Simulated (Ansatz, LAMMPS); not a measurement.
# Convergence of a linear-scaling basis for glassy 76SiO2-9BaO-7SrO-4Li2O-4ZrO2 (mol %) (128 atoms)

Aim: test how closely localised support functions follow the reference on glassy 76SiO2-9BaO-7SrO-4Li2O-4ZrO2 (mol %) (128 atoms), and at what cost. A setting counts as converged where the r.m.s. difference of forces stays under 1 % of the r.m.s. force.

Program: Ansatz 0.2.0. Level of theory: Kohn-Sham DFT, PBE, PAW (set soft_2), plane waves. Values are calculated unless marked as measured.

**1. Set-up**

The cell holds 128 atoms: 34 Si, 4 Ba, 3 Sr, 4 Li, 2 Zr and 81 O. Cell: a = 12.045 Å, b = 12.045 Å, c = 12.045 Å, α = 90.0°, β = 90.0°, γ = 90.0°. 128 atoms (34 Si, 4 Ba, 3 Sr, 4 Li, 2 Zr, 81 O) placed at random at 2.87 g/cm³, melted at 4000 K for 10 ps at fixed volume with the Morse and Coulomb pair potential with partial charges (Pedone, Malavasi, Menziani, Cormack and Segre, J. Phys. Chem. B 110, 11780 (2006)). Quenched from 4000 K to 300 K at 1000 K/ps and fixed volume, held 10 ps at zero pressure, then minimised at fixed cell.

What the set-up can't give: The quench rate of 1000 K/ps is many orders above laboratory rates, so the cell is likely richer in defects and strain than a real sample. The starting topology of bonds comes from the classical model, and needn't be the one that DFT or experiment would give. The Brillouin zone is sampled at Γ only, in a cell whose shortest periodic width is 12 Å. The levels lack spin–orbit coupling, which is large for the heavy elements here.

**2. Making the structure**

A classical potential supplies the starting structure, since it reaches far longer times than DFT.

This step: classical MD, Morse and Coulomb pair potential with partial charges (Pedone, Malavasi, Menziani, Cormack and Segre, J. Phys. Chem. B 110, 11780 (2006)) (LAMMPS 22 Jul 2025 - Update 4).

File in.lmp:

```
# melt-quench of Si34Ba4Sr3Li4Zr2O81
units metal
atom_style charge
boundary p p p
region box block 0 12.3779 0 12.3779 0 12.3779
create_box 6 box
mass 1 28.0850   # Si
mass 2 137.3270   # Ba
mass 3 87.6200   # Sr
mass 4 6.9400   # Li
mass 5 91.2240   # Zr
mass 6 15.9990   # O
create_atoms 1 random 34 82850 NULL overlap 1.5 maxtry 2000
create_atoms 2 random 4 82857 NULL overlap 1.5 maxtry 2000
create_atoms 3 random 3 82864 NULL overlap 1.5 maxtry 2000
create_atoms 4 random 4 82871 NULL overlap 1.5 maxtry 2000
create_atoms 5 random 2 82878 NULL overlap 1.5 maxtry 2000
create_atoms 6 random 81 82885 NULL overlap 1.5 maxtry 2000
pair_style hybrid/overlay pedone 5.5 coul/long 8.0
pair_coeff * * coul/long
pair_coeff 1 6 pedone 0.340554 2.006700 2.100000 1   # Si-O
pair_coeff 2 6 pedone 0.065011 1.547596 3.393410 5   # Ba-O
pair_coeff 3 6 pedone 0.019623 1.886000 3.328330 3   # Sr-O
pair_coeff 4 6 pedone 0.001114 3.429506 2.681360 1   # Li-O
pair_coeff 5 6 pedone 0.206237 2.479675 2.436997 1   # Zr-O
pair_coeff 6 6 pedone 0.042395 1.379316 3.618701 22   # O-O
set type 1 charge 2.4
set type 2 charge 1.2
set type 3 charge 1.2
set type 4 charge 0.6
set type 5 charge 2.4
set type 6 charge -1.2
kspace_style pppm 1.0e-4
neigh_modify delay 0 every 1 check yes
# [... 22 lines left out ...]
thermo 1666
fix md all npt temp 300 300 0.2 iso 0 0 2
run 5000 post no
unfix md
thermo 100
min_style cg
minimize 0 1e-3 2000 20000
write_dump all custom glass.dump id type xs ys zs modify sort id
```

Launch:

```sh
> lmp -in in.lmp -log none -nocite
```

Standard output:

```text
LAMMPS (22 Jul 2025 - Update 4)
Created orthogonal box = (0 0 0) to (12.3779 12.3779 12.3779)
Created 34 atoms
Created 4 atoms
Created 3 atoms
Created 4 atoms
Created 2 atoms
Created 81 atoms
PPPM initialization ...
  G vector (1/distance) = 0.39108419
  grid = 15 15 15
  estimated relative force accuracy = 3.8137951e-05
   Step          Time           Temp          PotEng         Press         Density
         0   0              0             -2.1031627      610383.43      2.8660166
       100   0.2            0             -15.650934     -26279.676      2.8660166
       106   0.212          0             -15.662794     -27430.489      2.8660166
Loop time of 0.112735 s on 1 MPI rank(s) for 106 steps with 128 atoms
Minimization stats:
  Stopping criterion = energy tolerance
  Energy initial, next-to-last, final =
     -2.10316266032099  -15.6618515444853  -15.6627943341551
  Force two-norm initial, final = 365.64084 2.1271722
  Iterations, force evaluations = 106 132
[... 12 lines left out ...]
[... 2 lines left out ...]
Loop time of 3.6465 s on 1 MPI rank(s) for 5000 steps with 128 atoms
   Step          Time           Temp          PotEng         Press         Density
[... 12 lines left out ...]
Loop time of 1.31724 s on 1 MPI rank(s) for 1850 steps with 128 atoms
   Step          Time           Temp          PotEng         Press         Density
[... 3 lines left out ...]
     11662   23.324         322.64088     -15.740554      10523.48       3.0991837
     12850   25.7           280.20494     -15.73533       211.63271      3.1105703
Loop time of 5.03581 s on 1 MPI rank(s) for 5000 steps with 128 atoms
   Step          Time           Temp          PotEng         Press         Density
     12850   25.7           280.20494     -15.735333      208.8323       3.1105703
     12869   25.738         280.20494     -15.779402      3878.0478      3.1105703
Loop time of 0.0601119 s on 1 MPI rank(s) for 19 steps with 128 atoms
Minimization stats:
  Stopping criterion = linesearch alpha is zero
  Energy initial, next-to-last, final =
     -15.7353329032055  -15.7794018099153  -15.7794018099153
  Force two-norm initial, final = 16.778104 0.50978287
  Iterations, force evaluations = 19 71
```

Wall time 11 s (1 thread of Arm Neoverse V1, shared host); peak memory 0.07 GiB.

**3. Plane-wave single point**

The first run fixes the reference, at a cutoff of 420 eV.

File input.yaml:

```yaml
crystal:
  lattice:
    - [12.04462, 0.0, 0.0]
    - [0.0, 12.04462, 0.0]
    - [0.0, 0.0, 12.04462]
  atoms:
    - { symbol: Si, position: [0.77485, 0.15128, 0.32006] }
    - { symbol: Si, position: [0.86902, 0.07821, 0.67936] }
    - { symbol: Si, position: [0.43684, 0.13207, 0.29908] }
    - { symbol: Si, position: [0.00414, 0.88259, 0.75288] }
    - { symbol: Si, position: [0.62398, 0.35581, 0.6638] }
    - { symbol: Si, position: [0.66518, 0.73579, 0.03682] }
    - { symbol: Si, position: [0.46666, 0.87486, 0.33187] }
    - { symbol: Si, position: [0.28106, 0.10832, 0.62091] }
    - { symbol: Si, position: [0.68218, 0.3986, 0.24749] }
    - { symbol: Si, position: [0.8387, 0.38387, 0.0481] }
    - { symbol: Si, position: [0.3282, 0.01719, 0.95404] }
    - { symbol: Si, position: [0.48788, 0.34275, 0.46019] }
    - { symbol: Si, position: [0.67808, 0.73735, 0.29111] }
    - { symbol: Si, position: [0.99797, 0.99672, 0.98887] }
    - { symbol: Si, position: [0.51446, 0.3376, 0.87406] }
    - { symbol: Si, position: [0.14962, 0.90895, 0.54458] }
    - { symbol: Si, position: [0.89783, 0.81947, 0.41156] }
    - { symbol: Si, position: [0.07029, 0.64548, 0.7706] }
    - { symbol: Si, position: [0.81546, 0.4897, 0.59096] }
    - { symbol: Si, position: [0.47757, 0.56236, 0.96784] }
    - { symbol: Si, position: [0.00381, 0.10444, 0.45884] }
    - { symbol: Si, position: [0.8948, 0.47941, 0.82178] }
    - { symbol: Si, position: [0.79357, 0.12208, 0.06322] }
    - { symbol: Si, position: [0.57019, 0.93001, 0.91289] }
    - { symbol: Si, position: [0.5321, 0.14127, 0.04511] }
    - { symbol: Si, position: [0.23008, 0.22348, 0.40144] }
    - { symbol: Si, position: [0.07078, 0.47942, 0.56465] }
    - { symbol: Si, position: [0.27548, 0.50295, 0.41233] }
    - { symbol: Si, position: [0.32518, 0.74339, 0.51989] }
    - { symbol: Si, position: [0.71916, 0.99299, 0.49834] }
    - { symbol: Si, position: [0.06517, 0.90397, 0.21754] }
    - { symbol: Si, position: [0.29865, 0.84087, 0.13141] }
    [... 90 atom lines left out ...]
    - { symbol: O, position: [0.30491, 0.15579, 0.308] }
    - { symbol: O, position: [0.72131, 0.2698, 0.29502] }
    - { symbol: O, position: [0.0535, 0.98038, 0.48126] }
    - { symbol: O, position: [0.39809, 0.83595, 0.22041] }
    - { symbol: O, position: [0.95525, 0.74661, 0.49785] }
    - { symbol: O, position: [0.96464, 0.13936, 0.58831] }
kpoints:
  mp_grid: { grid: [1, 1, 1] }
hamiltonian:
  xc: pbe
scf:
  occupations: { method: fixed }
output:
  forces: true
  stress: true
  populations: true
  dos:
    method: { smearing: { sigma: 0.15 } }
    de: 0.1
    projected: { site_lists: { Ba: [Ba], Li: [Li], O: [O], Si: [Si], Sr: [Sr] } }
  eigenvalues: true
  write_density: true
  write_potential: true
  volumetric_format: npy
```

Launch:

```sh
> ansatz run input.yaml --threads 8 --pin off --max-ram 15872MiB --backend cpu --events-out ev --progress --plain --runs-dir out
```

Standard output:

```text
Engine: ansatz 0.2.0, aarch64-unknown-linux-gnu
Pseudopotentials: kind: paw
Pseudopotential: Si, paw, valence charge 4, recommended cutoff 420 eV (normal), Si.paw.azcp
Pseudopotential: Ba, paw, valence charge 10, recommended cutoff 420 eV (normal), Ba.paw.azcp
Pseudopotential: Sr, paw, valence charge 10, recommended cutoff 420 eV (normal), Sr.paw.azcp
Pseudopotential: Li, paw, valence charge 3, recommended cutoff 420 eV (normal), Li.paw.azcp
Pseudopotential: Zr, paw, valence charge 12, recommended cutoff 420 eV (normal), Zr.paw.azcp
Pseudopotential: O, paw, valence charge 6, recommended cutoff 420 eV (normal), O.paw.azcp
[... 5 lines on functional and potentials left out ...]
Crystal: 128 atoms, lattice volume = 1747.348 Å³
Basis set: ecut = 420 eV, 34265 PW (Γ), exchange–correlation on 162×162×162 points (8 copies of the dense FFT grid, shifted against one another)
Bands: 492, of which v1, the nominal top of the filled ones, is band 364 counted from 1 (363 counted from 0)
Symmetry: 1 space group operations
Space group: P1 (ITA 1), of the structure as read, at distance tolerance 1.2e-4 Å
k-points: 1
[... 13 lines on functional and potentials left out ...]
Initial density: superposition of atomic densities (neutral atoms: chi_scale 0, normalization atom), corrected by the library's trained network
Initial wavefunctions: pseudopotential atomic-orbital guess
Functional: x = pbe(κ = 0.804, μ = 0.219515), c = pbe(β = 0.066725)
SCF iter   1: F=—  HF=-111337.243110 eV  |F-HF|=—  |Δ(HF+E_count)|=         —  Δρ=2.37e-3  dr2=1.57e-1  ethr=1.77e-3  ⟨swp⟩=5.0  Hψ=1930  notcnv=0  defer=126
preconditioner: auto → Resta (q_TF=auto, 2.358 Å⁻¹)  ε∞=3.3  [insulator: Δε(μ)=2.738 eV  Ē_g=15.339 eV  n_scr=388 (ndim 8)  ℏωp=23.3 eV  f_vac=0.129  ε∞_Penn≈3.3]
SCF iter   2: F=—  HF=-111337.234596 eV  |F-HF|=—  |Δ(HF+E_count)|=   8.51e-3  Δρ=1.24e-3  dr2=3.74e-2  ethr=2.16e-5  ⟨swp⟩=2.0  Hψ=932  notcnv=0  defer=126
SCF iter   3: F=—  HF=-111337.234693 eV  |F-HF|=—  |Δ(HF+E_count)|=   9.69e-5  Δρ=5.88e-4  dr2=1.00e-2  ethr=5.14e-6  ⟨swp⟩=3.0  Hψ=662  notcnv=0  defer=126
SCF iter   4: F=—  HF=-111337.233553 eV  |F-HF|=—  |Δ(HF+E_count)|=   1.14e-3  Δρ=2.04e-4  dr2=8.87e-4  ethr=1.38e-6  ⟨swp⟩=3.0  Hψ=663  notcnv=0  defer=126
SCF iter   5: F=—  HF=-111337.233619 eV  |F-HF|=—  |Δ(HF+E_count)|=   6.62e-5  Δρ=1.20e-4  dr2=2.23e-4  ethr=1.22e-7  ⟨swp⟩=2.0  Hψ=672  notcnv=0  defer=126
SCF iter   6: F=—  HF=-111337.233635 eV  |F-HF|=—  |Δ(HF+E_count)|=   1.56e-5  Δρ=3.08e-5  dr2=1.60e-5  ethr=3.07e-8  ⟨swp⟩=2.0  Hψ=716  notcnv=0  defer=123
SCF iter   7: F=—  HF=-111337.237549 eV  |F-HF|=—  |Δ(HF+E_count)|=   3.91e-3  Δρ=1.44e-5  dr2=3.13e-6  ethr=2.20e-9  ⟨swp⟩=2.0  Hψ=856  notcnv=0  defer=121
SCF iter   8: F=—  HF=-111337.237551 eV  |F-HF|=—  |Δ(HF+E_count)|=   1.98e-6  Δρ=6.82e-6  dr2=7.16e-7  ethr=4.30e-10  ⟨swp⟩=2.0  Hψ=715  notcnv=0  defer=121
SCF iter   9: F=-111337.237551 eV  HF=-111337.237551 eV  |F-HF|=3.20e-8  |Δ(HF+E_count)|=   2.27e-7  Δρ=2.07e-6  dr2=7.61e-8  ethr=1.37e-11  ⟨swp⟩=24.0  Hψ=5631  notcnv=0
SCF 1 converged in 9 iterations: F = -111337.237551 eV  dr2 = 7.61e-8
  greatest PAW one-centre occupation: 1.000 electrons in one spin orbital (limit 2), on the Li atom at site 44 (counted from 0), in its partial waves of l = 0
SCF converged after 9 iterations
Free energy (F): -111337.237551 eV
Harris-Foulkes:  -111337.237551 eV  (|F-HF|=3.20e-8)
Internal energy: -111337.237551 eV  (E = F + TS)
E sigma→0 (E₀):  -111337.237551 eV
Fermi energy:    5.121788 eV
--- Per-component energies (eV) ---
  E_band       = -3365.571404
  E_kinetic    = 18179.971448
  E_local      = -48671.061710  (includes V_loc(G=0)·N_el)
  E_nonlocal   = 5576.299705
  E_hartree    = 17942.925223
  E_xc         = -9496.653836
  E_vxc        = -10794.575203  (∫ρ·V_xc dr)
  E_paw        = -65295.180246  (= ΣΔE_a)
  E_vpaw       = -3542.262854  (= ΣTr[D̂ρ^β])
  E_aug_tail   = 0.207415  (compensation charges beyond the density's cutoff)
  E_ewald      = -29573.745549
  E_smearing   = -0.000000  (= −TS)
  E_closure    = 0.000000  (closes the sum)
  Σ components = -111337.237551   (vs F -111337.237551, Δ=0.00e0)
--- Forces (eV/Å), atoms counted from 1 ---
  atom   1  Si     0.60741963     0.90144466    -0.42804450
  atom   2  Si     2.21865770    -0.03278724    -1.73733369
  atom   3  Si    -0.58088713     0.86844538     0.34880634
  atom   4  Si     0.29834169     1.74449940    -0.65539348
  atom   5  Si    -0.43481466     1.76365494    -0.06349908
  atom   6  Si    -0.82246702     0.94065765    -1.18929382
  atom   7  Si    -0.50216814    -0.54343304    -1.34669905
  atom   8  Si    -1.30184269     0.09851527    -1.36580674
  atom   9  Si     1.17024873    -1.06022552    -0.39474736
  atom  10  Si     0.38113580    -0.87534785     1.72950807
  atom  11  Si     0.68404329    -1.25548176     2.06180333
  atom  12  Si     0.39467628     1.22970149     0.19000986
  atom  13  Si    -0.47065628     0.58823012     0.70929868
  atom  14  Si     1.00465006     0.66586877     1.38176568
[...]
atom 127  O      1.14880977    -1.84924231     1.11365258
  atom 128  O     -0.25814313     0.03707603    -0.40813401
  max |Σ_I F_I| component: 1.14e-4 eV/Å
--- Stress (GPa, compression-positive) ---
        5.195118      -0.295772       0.397374
       -0.295771       5.615179      -0.227737
        0.397371      -0.227737       5.544485
  P = ⅓ Tr σ = 5.4516 GPa (54.516 kbar)
--- Band table (eV) ---
  k-point 0: bands = ["-44.1465", "-43.3035", "-40.3825", "-39.4290", [... 476 levels ...], "13.6479", "13.6852", "13.7163", "13.7326", "13.7389", "13.7478", "13.7960", "13.8166", "13.8447", "13.8488", "13.8809", "13.9282"]
--- Löwdin populations: 128 sites ---
  site symbol       q [e]
     0     Si      2.2558
     1     Si      2.2588
     2     Si      2.2363
[...]
127      O      6.7675
  spilling = 0.013090 (of n_electrons = 728.000000)
```

Elapsed: 26 s, on 8 threads of Arm Neoverse V1, shared host; peak memory 2.7 GiB; 3.2 min of CPU time.

Read from the output:

```yaml
free_energy: -111337.2376 eV
free_energy_per_atom: -869.8222 eV/atom
scf_cycles: 9
pressure: 5.452 GPa
r_m_s_force_component: 1.009 eV/Å
longest_force: 3.315 eV/Å
fermi_energy: 5.122 eV
spacing_of_highest_filled_and_lowest_empty_level: 2.571 eV
spilling_of_the_projection: 0.01309
```

The r.m.s. force component of 1.0 eV/Å and the pressure of 5.5 GPa set the scale for the differences below.

**4. Support functions low**

The cell is solved in localised support functions.

This step: Kohn-Sham DFT, PBE, PAW (set soft_2), localised support functions (low) (Ansatz 0.2.0).

input.yaml, the sections that differ from step 3:

```yaml
scf:
  occupations: { method: fixed }
  eigensolver: { kind: { support_functions: { accuracy: low } } }
  max_iter: 150
output:
  forces: true
  eigenvalues: true
# crystal, kpoints, hamiltonian: as in step 3
```

Standard output:

```text
Warning: scf.eigensolver.kind.support_functions: disabling space-group detection — the functions' gradient is summed over unrotated k-points, so no spatial operation reduces the k-mesh or symmetrises the density; time reversal is kept, so that k and −k are solved as one point where they differ and the mesh holds both, and exact exchange and, on two spinor components, a DFT+U term hold to it where the run has them: [...]
settings of this run that can trade accuracy for cost: scf.eigensolver.kind.support_functions; scf.eigensolver.kind.support_functions.accuracy: low [...]
[...]
Crystal: 128 atoms, lattice volume = 1747.348 Å³
Basis set: ecut = 420 eV, 34265 PW (Γ), exchange–correlation on 180×180×180 points (8 copies of the dense FFT grid, shifted against one another)
Bands: 437, of which v1, the nominal top of the filled ones, is band 364 counted from 1 (363 counted from 0)
Symmetry: 1 space group operations
k-points: 1
[...]
SCF iter   1: F=—  HF=-111326.429939 eV  |F-HF|=—  |Δ(HF+E_count)|=         —  Δρ=1.04e-1  dr2=2.27e2  ethr=1.00e-1
[...]
SCF iter  13: F=—  HF=-111337.765395 eV  |F-HF|=—  |Δ(HF+E_count)|=   6.84e-3  Δρ=4.59e-5  dr2=9.53e-5  ethr=3.09e-8  κ⁻¹=2.6e-5(r=7)
SCF iter  14: F=-111337.770698 eV  HF=-111337.770708 eV  |F-HF|=1.01e-5  |Δ(HF+E_count)|=   5.31e-3  Δρ=2.43e-5  dr2=1.75e-5  ethr=1.31e-8
SCF 1 converged in 14 iterations: F = -111337.829889 eV  dr2 = 1.75e-5
[...]
SCF converged after 14 iterations
Stability not checked: this state was not tested for a lower state beside it, because the mixer in use, unlike msr1, does not test its closes by its own steps (another_mixer; see scf.mixing.algorithm and scf.lower_state_search)
Free energy (F): -111337.829889 eV
[...]
Internal energy: -111337.829889 eV  (E = F + TS)
E sigma→0 (E₀):  -111337.829889 eV
Fermi energy:    5.122839 eV
[...]
Σ components = -111337.829889   (vs F -111337.829889, Δ=0.00e0)
--- Forces (eV/Å), atoms counted from 1 ---
  atom   1  Si     0.60854192     0.90274791    -0.42570956
  atom   2  Si     2.21923319    -0.03211646    -1.73868239
  atom   3  Si    -0.58280797     0.87176904     0.34957765
  atom   4  Si     0.29909137     1.74610208    -0.65612756
[...]
atom 128  O     -0.25823202     0.03718045    -0.40907676
  max |Σ_I F_I| component: 7.07e-3 eV/Å
--- Band table (eV) ---
[...]
```

Run time: 1.7 min. Hardware: 8 threads; peak memory 5.4 GiB; 13 min of CPU time.

The program notes that the band table was not solved further than the SCF left it and it switched symmetry off.

Keys that differ from the reference: support_functions.accuracy = "low" and scf.max_iter = 150.

Forces differ from the reference by 1.5 meV/Å r.m.s., 0.15 % of their size, well within a tolerance of 1 %; the energy by -4.6 meV/atom and the gap by -0.0052 eV. It took roughly 4.1 times the reference's time (one timing each, with unlike analyses asked), in 14 cycles against 9.

**5. Support functions medium**

The cell is solved in localised support functions. Besides, the program derives a nominal cutoff of 464 eV for this run, against the reference's 420.

This step: Kohn-Sham DFT, PBE, PAW (set soft_2), localised support functions (medium) (Ansatz 0.2.0).

input.yaml, the sections that differ from step 4:

```yaml
scf:
  occupations: { method: fixed }
  eigensolver: { kind: { support_functions: { accuracy: medium } } }
  max_iter: 150
# crystal, kpoints, hamiltonian, output: as in step 4
```

Standard output:

```text
[...]
Warning: basis.ecutwfc = 464 eV, auto-derived: no grid that the accuracy of the support functions lays serves the files at the lower one that their records recommend; a deck with other species or settings can derive another value
[...]
Crystal: 128 atoms, lattice volume = 1747.348 Å³
Basis set: ecut = 464 eV, 39607 PW (Γ), exchange–correlation on 180×180×180 points (8 copies of the dense FFT grid, shifted against one another)
Bands: 437, of which v1, the nominal top of the filled ones, is band 364 counted from 1 (363 counted from 0)
Symmetry: 1 space group operations
k-points: 1
[...]
SCF iter   1: F=—  HF=-111326.435682 eV  |F-HF|=—  |Δ(HF+E_count)|=         —  Δρ=1.04e-1  dr2=2.27e2  ethr=1.00e-1
[...]
SCF iter  15: F=—  HF=-111337.775105 eV  |F-HF|=—  |Δ(HF+E_count)|=   4.30e-3  Δρ=1.08e-5  dr2=5.78e-6  ethr=2.40e-9  κ⁻¹=3.7e-5(r=7)
SCF iter  16: F=-111337.775103 eV  HF=-111337.775104 eV  |F-HF|=6.17e-7  |Δ(HF+E_count)|=   8.54e-7  Δρ=5.07e-6  dr2=1.49e-6  ethr=7.94e-10
SCF 1 converged in 16 iterations: F = -111337.830134 eV  dr2 = 1.49e-6
[...]
SCF converged after 16 iterations
[...]
Free energy (F): -111337.830134 eV
[...]
Internal energy: -111337.830134 eV  (E = F + TS)
E sigma→0 (E₀):  -111337.830134 eV
Fermi energy:    5.122649 eV
[...]
Σ components = -111337.830134   (vs F -111337.830134, Δ=0.00e0)
--- Forces (eV/Å), atoms counted from 1 ---
  atom   1  Si     0.60794087     0.90285734    -0.42673230
  atom   2  Si     2.21936453    -0.03189849    -1.73810040
  atom   3  Si    -0.58185752     0.87100819     0.34890341
  atom   4  Si     0.29901513     1.74550539    -0.65601308
[...]
atom 128  O     -0.25820138     0.03682091    -0.40959861
  max |Σ_I F_I| component: 7.36e-3 eV/Å
--- Band table (eV) ---
[...]
```

The job ended after 1.9 min (8 threads; peak memory 5.4 GiB).

Keys that differ from the reference: support_functions.accuracy = "medium" and scf.max_iter = 150.

Forces differ from the reference by 1.2 meV/Å r.m.s., 0.11 % of their size, well within a tolerance of 1 %; the energy by -4.6 meV/atom. It took roughly 4.6 times the reference's time (one timing each, with unlike analyses asked), in 16 cycles against 9.

(Continued in part 2 of 3.)

[Long decimals in the printed logs are rounded to 6 places.]

[Logs are printed without paths, hosts, clocks, repeated set-up lines and the standing remarks that a program may print on its own settings, such as how far it seeks lower states.]

[Hosts, paths, dates, database ids (printed as entryN), source tags and the programs' standing remarks are cut or masked in the printed files.]
